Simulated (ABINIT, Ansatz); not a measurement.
Entries from a set of simulations; values are calculated unless marked as measured.

## LiBiB2O6 (R-3): G0W0 with ABINIT, start to end

It takes space group R-3 (No. 148, trigonal). Conventional cell: a = 4.879 Å, b = 4.879 Å, c = 15.675 Å, α = 90.00°, β = 90.00°, γ = 120.00°. Nearest to Li lie 6 O at 2.22 Å. B has 3 O at 1.38 Å nearest. Bi has 6 O at 2.17 Å nearest. Nearest to O lie 1 B at 1.38 Å and 1 Bi at 2.17 Å and 1 Li at 2.22 Å. Farther neighbours, and contacts between anions beyond the nearest, are not listed.

```
method                               : RPA screening on LDA, plane waves, norm-conserving pseudopotentials (and 2 further levels or steps)
program                              : ABINIT 10.8.3
settings                             : cutoff 36 Ha, PseudoDojo scalar-relativistic 0.4.1 standard, norm-conserving, ngkpt (2, 2, 2), nband 82, ecuteps 3.6 Ha, inclvkb 2, shiftk (0, 0, 0), symchi 1, awtr 1, frequency ppm, 2×2×2 k-mesh
cost                                 : 5 runs, 8.5 min in all on 4 MPI ranks of Arm Neoverse N1, shared host
notes                                : The cell and positions are those that the Materials Project relaxed with its own functionals (PBE, PBE+U or r2SCAN), kept fixed. Limits: no spin-orbit coupling. Local fields lower the RPA ε∞ on this mesh from 6.84 to 5.70; a Γ-centred mesh this coarse tends to raise both, most where the direct gap is narrow, while a short band sum lowers them. The 2×2×2 mesh is coarse for this cell, which bears on the long-range parts of exchange and screening. The norm-conserving file of at least one element keeps a d shell over frozen s and p shells of the same row. Exchange with those shells is missing from the self-energy, an error of 0.3 to 0.9 eV in cases checked, whose sign depends on which edge lies on those atoms.
LDA gap                              : 1.24 eV, indirect
G0W0 gap on the mesh                 : 2.51 eV
G0W0 gap over the zone (rigid shift) : 2.48 eV
GW settings                          : 2×2×2 mesh, 82 bands, screening to 98 eV, Godby-Needs plasmon pole
known limits                         : short of the basis limit; exchange with frozen shells missing; no spin-orbit coupling; coarse k mesh
```

G0W0 moves the gap on the mesh from 1.28 eV to 2.51 eV (+1.23 eV), with Z of 0.76 and 0.79 at the edges. The mesh misses the band edges by 0.04 eV in all; a rigid shift gives 2.48 eV for the zone.

[Long decimals in the printed logs are rounded to 6 places.]

[Logs are printed without paths, hosts, clocks, repeated set-up lines and the standing remarks that a program may print on its own settings, such as how far it seeks lower states.]

[Paths, hosts, dates, memory and timing lines, banners, echoed tables and standing remarks are left out of the program output; an Ansatz launch command may be rebuilt from the run's recorded settings. Measured values are a selection of at most five: reports struck by readers or far from the other reports are left out. None is set beside runs whose start may be inverted or whose files or cutoffs have a known fault.]

[Runs of the session that timed out or met a known fault of the program may be left out.]

[Hosts, paths, dates, database ids (printed as entryN), source tags and the programs' standing remarks are cut or masked in the printed files.]

[G0W0 gaps are taken among the corrected bands and points alone; a level outside them can change the order at an edge.]

[Where Ansatz stands beside ABINIT at settings called matched, ABINIT's density can come from a denser mesh and the files from another edition; pairs whose starting gaps differed by over 0.03 eV were left out, so agreement reads better than it is.]
